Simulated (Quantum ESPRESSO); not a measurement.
**LaCrAsO: a ladder in the plane-wave cutoff**

Two starts of LaCrAsO are run at each rung of the plane-wave cutoff.

Calculated with Quantum ESPRESSO 7.5; PBEsol; plane waves with GBRV 1.5 PBEsol potentials, no spin-orbit coupling (settings of the first rung).

### Step 1. Set-up

Symmetry: P4/nmm, No. 129, tetragonal system. The conventional cell has a = 4.041 Å, b = 4.041 Å, c = 8.986 Å, α = 90.00°, β = 90.00°, γ = 90.00°. Nearest to La lie 4 O at 2.36 Å. Nearest to Cr lie 4 As at 2.49 Å. As has 4 Cr at 2.49 Å nearest. Nearest to O lie 4 La at 2.36 Å. Farther neighbours and most contacts between anions are not listed.

As a file:

```cif
data_structure
_symmetry_space_group_name_H-M 'P 1'
_symmetry_Int_Tables_number 1
_cell_length_a 4.0412
_cell_length_b 4.0412
_cell_length_c 8.9863
_cell_angle_alpha 90.000
_cell_angle_beta 90.000
_cell_angle_gamma 90.000
_cell_volume 146.76
loop_
_atom_site_label
_atom_site_type_symbol
_atom_site_fract_x
_atom_site_fract_y
_atom_site_fract_z
_atom_site_occupancy
La1 La 0.50000 0.00000 0.13650 1
La2 La 0.00000 0.50000 0.86350 1
Cr3 Cr 0.00000 0.00000 0.50000 1
Cr4 Cr 0.50000 0.50000 0.50000 1
As5 As 0.50000 0.00000 0.66250 1
As6 As 0.00000 0.50000 0.33750 1
O7 O 0.00000 0.00000 0.00000 1
O8 O 0.50000 0.50000 0.00000 1
```

The cell comes from the Crystallography Open Database.

### Step 2. Rung 1, start ferro ++

The input, pw.in:

```
&CONTROL
  calculation = 'scf'
  prefix = 'pwscf'
  outdir = './tmp'
  pseudo_dir = './pseudo'
  disk_io = 'nowf'
/
&SYSTEM
  ibrav = 0
  celldm(1) = 8
  nat = 8
  ntyp = 4
  ecutwfc = 18
  ecutrho = 126
  nbnd = 51
  occupations = 'smearing'
  smearing = 'fd'
  degauss = 0.00734986
  nspin = 2
  starting_magnetization(1) = 0
  starting_magnetization(2) = 0.1786
  starting_magnetization(3) = 0
  starting_magnetization(4) = 0
/
&ELECTRONS
  conv_thr = 1.6d-08
  electron_maxstep = 150
  mixing_beta = 0.3
/
ATOMIC_SPECIES
La    138.9055 la_pbesol_v1.uspp.F.UPF
Cr     51.9961 cr_pbesol_v1.5.uspp.F.UPF
As     74.9216 as_pbesol_v1.uspp.F.UPF
O      15.9990 o_pbesol_v1.2.uspp.F.UPF
CELL_PARAMETERS alat
   0.9545951518547    0.0000000000000    0.0000000000000
   0.0000000000000    0.9545951518547    0.0000000000000
   0.0000000000000    0.0000000000000    2.1227057342156
ATOMIC_POSITIONS crystal
La      0.5000000000    0.0000000000    0.1365000000
La      0.0000000000    0.5000000000    0.8635000000
Cr      0.0000000000    0.0000000000    0.5000000000
Cr      0.5000000000    0.5000000000    0.5000000000
As      0.5000000000    0.0000000000    0.6625000000
As      0.0000000000    0.5000000000    0.3375000000
O       0.0000000000    0.0000000000    0.0000000000
O       0.5000000000    0.5000000000    0.0000000000
K_POINTS automatic
8 8 4 0 0 0
```

Run with:

```
$ OMP_NUM_THREADS=1 mpirun -n 4 pw.x -nk 4 -in pw.in > pw.out
```

The program printed:

```text
Program PWSCF v.7.5 starts

     Message from routine setup:
     using ibrav=0 with symmetry is DISCOURAGED, use correct ibrav instead

     K-points division:     npool     =       4
     Subspace diagonalization in iterative solution of the eigenvalue problem:

     bravais-lattice index     =            0
     lattice parameter (alat)  =       8.0000  a.u.
     unit-cell volume          =     990.3717 (a.u.)^3
     number of atoms/cell      =            8
     number of atomic types    =            4
     number of electrons       =        72.00
     number of Kohn-Sham states=           51
     kinetic-energy cutoff     =      18.0000  Ry
     charge density cutoff     =     126.0000  Ry
     scf convergence threshold =      1.6E-08
     mixing beta               =       0.3000
     number of iterations used =            8  plain     mixing
     Exchange-correlation= SLA  PW   PSX  PSC
                           (   1   4  10   8   0   0   0)

     celldm(1)=   8.000000  celldm(2)=   0.000000  celldm(3)=   0.000000
     celldm(4)=   0.000000  celldm(5)=   0.000000  celldm(6)=   0.000000

     crystal axes: (cart. coord. in units of alat)
               a(1) = (   0.954595   0.000000   0.000000 )
               a(2) = (   0.000000   0.954595   0.000000 )
               a(3) = (   0.000000   0.000000   2.122706 )

     reciprocal axes: (cart. coord. in units 2 pi/alat)
               b(1) = (  1.047565  0.000000  0.000000 )
               b(2) = (  0.000000  1.047565  0.000000 )
               b(3) = (  0.000000  0.000000  0.471097 )

     PseudoPot. # 1 for La read from file:
     la_pbesol_v1.uspp.F.UPF
     Pseudo is Ultrasoft + core correction, Zval = 11.0

     PseudoPot. # 2 for Cr read from file:
     cr_pbesol_v1.5.uspp.F.UPF
     Pseudo is Ultrasoft + core correction, Zval = 14.0

     PseudoPot. # 3 for As read from file:
     as_pbesol_v1.uspp.F.UPF
     Pseudo is Ultrasoft + core correction, Zval =  5.0

     PseudoPot. # 4 for O  read from file:
     o_pbesol_v1.2.uspp.F.UPF
     Pseudo is Ultrasoft + core correction, Zval =  6.0

     atomic species   valence    mass     pseudopotential
     La               11.00   138.90550     La( 1.00)
     Cr               14.00    51.99610     Cr( 1.00)
     As                5.00    74.92160     As( 1.00)
     O                 6.00    15.99900     O ( 1.00)

     Starting magnetic structure
     atomic species   magnetization
     La              0.000
     Cr              0.179
     As              0.000
     O               0.000

     16 Sym. Ops., with inversion, found ( 8 have fractional translation)

   Cartesian axes

     site n.     atom                  positions (alat units)
         1        La     tau(   1) = (   0.4772976   0.0000000   0.2897493  )
         2        La     tau(   2) = (   0.0000000   0.4772976   1.8329564  )
         3        Cr     tau(   3) = (   0.0000000   0.0000000   1.0613529  )
         4        Cr     tau(   4) = (   0.4772976   0.4772976   1.0613529  )
         5        As     tau(   5) = (   0.4772976   0.0000000   1.4062925  )
         6        As     tau(   6) = (   0.0000000   0.4772976   0.7164132  )
         7        O      tau(   7) = (   0.0000000   0.0000000   0.0000000  )
         8        O      tau(   8) = (   0.4772976   0.4772976   0.0000000  )

     number of k points=    45  Fermi-Dirac smearing, width (Ry)=  0.0073
                       cart. coord. in units 2pi/alat
        k(    1) = (   0.0000000   0.0000000   0.0000000), wk =   0.0039062
        k(    2) = (   0.0000000   0.0000000   0.1177742), wk =   0.0078125
        k(    3) = (   0.0000000   0.0000000  -0.2355484), wk =   0.0039062
        k(    4) = (   0.0000000   0.1309456   0.0000000), wk =   0.0156250
        k(    5) = (   0.0000000   0.1309456   0.1177742), wk =   0.0312500
        [... 40 further k-points ...]

     Dense  grid:    23669 G-vectors     FFT dimensions: (  30,  30,  64)

     Smooth grid:    10225 G-vectors     FFT dimensions: (  24,  24,  45)

     Check: negative core charge=   -0.000057
     Generating pointlists ...
     new r_m :   0.2303 (alat units)  1.8426 (a.u.) for type    1
     new r_m :   0.2429 (alat units)  1.9434 (a.u.) for type    2
     new r_m :   0.2429 (alat units)  1.9434 (a.u.) for type    3
     new r_m :   0.2303 (alat units)  1.8426 (a.u.) for type    4

     Initial potential from superposition of free atoms

     starting charge      69.9407, renormalised to      72.0000

     negative rho (up, down):  8.176E-02 8.002E-02
     Starting wfcs are   76 randomized atomic wfcs

     Self-consistent Calculation

     iteration #  1     ecut=    18.00 Ry     beta= 0.30
     Davidson diagonalization with overlap
     ethr =  1.00E-02,  avg # of iterations =  4.7

     negative rho (up, down):  7.758E-02 7.770E-02

     total energy              =    -669.86422935 Ry
     estimated scf accuracy    <      59.01674946 Ry

     total magnetization       =     2.31 Bohr mag/cell
     absolute magnetization    =     2.57 Bohr mag/cell

     iteration #  2     ecut=    18.00 Ry     beta= 0.30
     Davidson diagonalization with overlap
     ethr =  1.00E-02,  avg # of iterations =  7.2

     negative rho (up, down):  7.284E-03 8.851E-03

     total energy              =    -685.05239206 Ry
     estimated scf accuracy    <     328.16526662 Ry

     total magnetization       =     0.20 Bohr mag/cell
     absolute magnetization    =     0.31 Bohr mag/cell

     [... further iterations left out ...]

     iteration # 21     ecut=    18.00 Ry     beta= 0.30
     Davidson diagonalization with overlap
     ethr =  3.83E-10,  avg # of iterations =  3.2

     negative rho (up, down):  5.740E-02 6.805E-02

     total energy              =    -696.52214035 Ry
     estimated scf accuracy    <       0.00000002 Ry

     total magnetization       =     4.59 Bohr mag/cell
     absolute magnetization    =     5.15 Bohr mag/cell

     iteration # 22     ecut=    18.00 Ry     beta= 0.30
     Davidson diagonalization with overlap
     ethr =  2.49E-11,  avg # of iterations =  4.3

     negative rho (up, down):  5.741E-02 6.804E-02

     Magnetic moment per site  (integrated on atomic sphere of radius R)
     atom   1 (R=0.230)  charge=  6.1663  magn= -0.0001
     atom   2 (R=0.230)  charge=  6.1663  magn= -0.0001
     atom   3 (R=0.243)  charge= 12.1624  magn=  2.1475
     atom   4 (R=0.243)  charge= 12.1624  magn=  2.1475
     atom   5 (R=0.243)  charge=  2.8689  magn= -0.0766
     atom   6 (R=0.243)  charge=  2.8689  magn= -0.0766
     atom   7 (R=0.230)  charge=  6.2377  magn=  0.0013
     atom   8 (R=0.230)  charge=  6.2377  magn=  0.0013

     End of self-consistent calculation

     [... lines left out ...]
     the Fermi energy is    11.5753 ev

!    total energy              =    -696.52214266 Ry
     estimated scf accuracy    <          4.8E-09 Ry
     smearing contrib. (-TS)   =      -0.00879804 Ry
     internal energy E=F+TS    =    -696.51334463 Ry

     The total energy is F=E-TS. E is the sum of the following terms:
     one-electron contribution =    -259.44313935 Ry
     hartree contribution      =     163.37265352 Ry
     xc contribution           =    -218.59190054 Ry
     ewald contribution        =    -381.85095826 Ry

     total magnetization       =     4.59 Bohr mag/cell
     absolute magnetization    =     5.15 Bohr mag/cell

     convergence has been achieved in  22 iterations

=------------------------------------------------------------------------------=
   JOB DONE.
=------------------------------------------------------------------------------=
```

The job ended after 1.7 min (4 MPI ranks of Intel Xeon Platinum 8259CL at 2.50GHz (Skylake/Cascade Lake), shared host; peak memory 0.49 GiB; 6.9 min of CPU time).

Spin moment in the atom's sphere by atom:

```csv
atom,spin moment in the atom's sphere (μB)
La1,0.00
La2,0.00
Cr3,2.15
Cr4,2.15
As5,-0.08
As6,-0.08
O7,0.00
O8,0.00
```

This step gave:

| Property | Result |
| --- | --- |
| magnetization | 4.595 μB |
| final state | ferromagnetic |

### Step 3. Rung 1, start antiferro +-

Edit pw.in of step 2 so:

```diff
@@ -11,6 +11,6 @@
   nat = 8
-  ntyp = 4
+  ntyp = 5
   ecutwfc = 18
   ecutrho = 126
-  nbnd = 51
+  nbnd = 48
   occupations = 'smearing'
@@ -21,4 +21,5 @@
   starting_magnetization(2) = 0.1786
-  starting_magnetization(3) = 0
+  starting_magnetization(3) = -0.1786
   starting_magnetization(4) = 0
+  starting_magnetization(5) = 0
 /
@@ -31,3 +32,4 @@
 La    138.9055 la_pbesol_v1.uspp.F.UPF
-Cr     51.9961 cr_pbesol_v1.5.uspp.F.UPF
+Cr1    51.9961 cr_pbesol_v1.5.uspp.F.UPF
+Cr2    51.9961 cr_pbesol_v1.5.uspp.F.UPF
 As     74.9216 as_pbesol_v1.uspp.F.UPF
@@ -41,4 +43,4 @@
 La      0.0000000000    0.5000000000    0.8635000000
-Cr      0.0000000000    0.0000000000    0.5000000000
-Cr      0.5000000000    0.5000000000    0.5000000000
+Cr1     0.0000000000    0.0000000000    0.5000000000
+Cr2     0.5000000000    0.5000000000    0.5000000000
 As      0.5000000000    0.0000000000    0.6625000000
```

The program printed:

```text
     [... lines left out ...]
Program PWSCF v.7.5 starts
     [... lines left out ...]
     number of atoms/cell      =            8
     [... lines left out ...]
     number of electrons       =        72.00
     number of Kohn-Sham states=           48
     kinetic-energy cutoff     =      18.0000  Ry
     charge density cutoff     =     126.0000  Ry
     scf convergence threshold =      1.6E-08
     [... lines left out ...]
      8 Sym. Ops. (no inversion) found
     [... lines left out ...]
     number of k points=    45  Fermi-Dirac smearing, width (Ry)=  0.0073
     [... lines left out ...]
     iteration # 22     ecut=    18.00 Ry     beta= 0.30
     [... lines left out ...]
     Magnetic moment per site  (integrated on atomic sphere of radius R)
     atom   1 (R=0.230)  charge=  6.1611  magn=  0.0000
     atom   2 (R=0.230)  charge=  6.1611  magn=  0.0000
     atom   3 (R=0.243)  charge= 12.1498  magn=  2.4281
     atom   4 (R=0.243)  charge= 12.1532  magn= -2.4289
     atom   5 (R=0.243)  charge=  2.8785  magn= -0.0001
     atom   6 (R=0.243)  charge=  2.8785  magn= -0.0001
     atom   7 (R=0.230)  charge=  6.2366  magn= -0.0089
     atom   8 (R=0.230)  charge=  6.2361  magn=  0.0089
     [... lines left out ...]
     the Fermi energy is    11.3744 ev
!    total energy              =    -696.53871505 Ry
     estimated scf accuracy    <          3.8E-09 Ry
     smearing contrib. (-TS)   =      -0.00835679 Ry
     [... lines left out ...]
     total magnetization       =     0.00 Bohr mag/cell
     absolute magnetization    =     5.76 Bohr mag/cell
     convergence has been achieved in  22 iterations
```

Wall time 92 s (4 MPI ranks); peak memory 0.67 GiB; 6.1 min of CPU time.

Spin moment in the atom's sphere by atom:

```csv
atom,spin moment in the atom's sphere (μB)
La1,0.00
La2,0.00
Cr3,2.43
Cr4,-2.43
As5,0.00
As6,0.00
O7,-0.01
O8,0.01
```

Read from the output:

* magnetization: 0 μB
* final state: antiferromagnetic

### Step 4. Rung 2, start ferro ++

Edit pw.in of step 3 so:

```diff
@@ -11,6 +11,6 @@
   nat = 8
-  ntyp = 5
-  ecutwfc = 18
-  ecutrho = 126
-  nbnd = 48
+  ntyp = 4
+  ecutwfc = 24
+  ecutrho = 168
+  nbnd = 51
   occupations = 'smearing'
@@ -21,5 +21,4 @@
   starting_magnetization(2) = 0.1786
-  starting_magnetization(3) = -0.1786
+  starting_magnetization(3) = 0
   starting_magnetization(4) = 0
-  starting_magnetization(5) = 0
 /
@@ -32,4 +31,3 @@
 La    138.9055 la_pbesol_v1.uspp.F.UPF
-Cr1    51.9961 cr_pbesol_v1.5.uspp.F.UPF
-Cr2    51.9961 cr_pbesol_v1.5.uspp.F.UPF
+Cr     51.9961 cr_pbesol_v1.5.uspp.F.UPF
 As     74.9216 as_pbesol_v1.uspp.F.UPF
@@ -43,4 +41,4 @@
 La      0.0000000000    0.5000000000    0.8635000000
-Cr1     0.0000000000    0.0000000000    0.5000000000
-Cr2     0.5000000000    0.5000000000    0.5000000000
+Cr      0.0000000000    0.0000000000    0.5000000000
+Cr      0.5000000000    0.5000000000    0.5000000000
 As      0.5000000000    0.0000000000    0.6625000000
```

The program printed:

```text
     [... lines left out ...]
Program PWSCF v.7.5 starts
     [... lines left out ...]
     number of atoms/cell      =            8
     [... lines left out ...]
     number of electrons       =        72.00
     number of Kohn-Sham states=           51
     kinetic-energy cutoff     =      24.0000  Ry
     charge density cutoff     =     168.0000  Ry
     scf convergence threshold =      1.6E-08
     [... lines left out ...]
     16 Sym. Ops., with inversion, found ( 8 have fractional translation)
     [... lines left out ...]
     number of k points=    45  Fermi-Dirac smearing, width (Ry)=  0.0073
     [... lines left out ...]
     iteration # 26     ecut=    24.00 Ry     beta= 0.30
     [... lines left out ...]
     Magnetic moment per site  (integrated on atomic sphere of radius R)
     atom   1 (R=0.230)  charge=  6.1611  magn= -0.0034
     atom   2 (R=0.230)  charge=  6.1611  magn= -0.0034
     atom   3 (R=0.243)  charge= 12.1243  magn=  2.2160
     atom   4 (R=0.243)  charge= 12.1243  magn=  2.2160
     atom   5 (R=0.243)  charge=  2.8639  magn= -0.0836
     atom   6 (R=0.243)  charge=  2.8639  magn= -0.0836
     atom   7 (R=0.230)  charge=  6.2414  magn=  0.0004
     atom   8 (R=0.230)  charge=  6.2414  magn=  0.0004
     [... lines left out ...]
     the Fermi energy is    11.5612 ev
!    total energy              =    -699.83222318 Ry
     estimated scf accuracy    <          1.1E-09 Ry
     smearing contrib. (-TS)   =      -0.00936708 Ry
     [... lines left out ...]
     total magnetization       =     4.75 Bohr mag/cell
     absolute magnetization    =     5.35 Bohr mag/cell
     convergence has been achieved in  26 iterations
```

The job ended after 2.6 min (4 MPI ranks; peak memory 0.89 GiB; 11 min of CPU time).

Read from the output:

* magnetization: 4.745 μB
* final state: ferromagnetic
* largest moment: 2.216 μB

### Step 5. Rung 2, start antiferro +-

Edit pw.in of step 4 so:

```diff
@@ -11,6 +11,6 @@
   nat = 8
-  ntyp = 4
+  ntyp = 5
   ecutwfc = 24
   ecutrho = 168
-  nbnd = 51
+  nbnd = 48
   occupations = 'smearing'
@@ -21,4 +21,5 @@
   starting_magnetization(2) = 0.1786
-  starting_magnetization(3) = 0
+  starting_magnetization(3) = -0.1786
   starting_magnetization(4) = 0
+  starting_magnetization(5) = 0
 /
@@ -31,3 +32,4 @@
 La    138.9055 la_pbesol_v1.uspp.F.UPF
-Cr     51.9961 cr_pbesol_v1.5.uspp.F.UPF
+Cr1    51.9961 cr_pbesol_v1.5.uspp.F.UPF
+Cr2    51.9961 cr_pbesol_v1.5.uspp.F.UPF
 As     74.9216 as_pbesol_v1.uspp.F.UPF
@@ -41,4 +43,4 @@
 La      0.0000000000    0.5000000000    0.8635000000
-Cr      0.0000000000    0.0000000000    0.5000000000
-Cr      0.5000000000    0.5000000000    0.5000000000
+Cr1     0.0000000000    0.0000000000    0.5000000000
+Cr2     0.5000000000    0.5000000000    0.5000000000
 As      0.5000000000    0.0000000000    0.6625000000
```

The program printed:

```text
     [... lines left out ...]
Program PWSCF v.7.5 starts
     [... lines left out ...]
     number of atoms/cell      =            8
     [... lines left out ...]
     number of electrons       =        72.00
     number of Kohn-Sham states=           48
     kinetic-energy cutoff     =      24.0000  Ry
     charge density cutoff     =     168.0000  Ry
     scf convergence threshold =      1.6E-08
     [... lines left out ...]
      8 Sym. Ops. (no inversion) found
     [... lines left out ...]
     number of k points=    45  Fermi-Dirac smearing, width (Ry)=  0.0073
     [... lines left out ...]
     iteration # 24     ecut=    24.00 Ry     beta= 0.30
     [... lines left out ...]
     Magnetic moment per site  (integrated on atomic sphere of radius R)
     atom   1 (R=0.230)  charge=  6.1608  magn=  0.0000
     atom   2 (R=0.230)  charge=  6.1608  magn=  0.0000
     atom   3 (R=0.243)  charge= 12.1130  magn=  2.4768
     atom   4 (R=0.243)  charge= 12.1130  magn= -2.4771
     atom   5 (R=0.243)  charge=  2.8725  magn=  0.0000
     atom   6 (R=0.243)  charge=  2.8725  magn=  0.0000
     atom   7 (R=0.230)  charge=  6.2414  magn= -0.0086
     atom   8 (R=0.230)  charge=  6.2414  magn=  0.0086
     [... lines left out ...]
     the Fermi energy is    11.3056 ev
!    total energy              =    -699.85190440 Ry
     estimated scf accuracy    <          7.2E-09 Ry
     smearing contrib. (-TS)   =      -0.00922519 Ry
     [... lines left out ...]
     total magnetization       =    -0.00 Bohr mag/cell
     absolute magnetization    =     5.93 Bohr mag/cell
     convergence has been achieved in  24 iterations
```

Run time: 2.2 min. Hardware: 4 MPI ranks; peak memory 0.9 GiB.

This step gave:

```
magnetization  : 0 μB
final state    : antiferromagnetic
largest moment : 2.477 μB
```

(Part 1 of 2 ends here.)

[Logs and program files are shortened in this print: banners, set-up blocks, solver, clock and traceback lines can be left out without a mark of their own.]

[Logs are printed without paths, hosts, clocks, repeated set-up lines and the standing remarks that a program may print on its own settings, such as how far it seeks lower states.]

[Hosts, paths, dates, database ids (printed as entryN), source tags and the programs' standing remarks are cut or masked in the printed files.]

[Where a cell is said to come from a database of computed structures, the database is the Materials Project.]
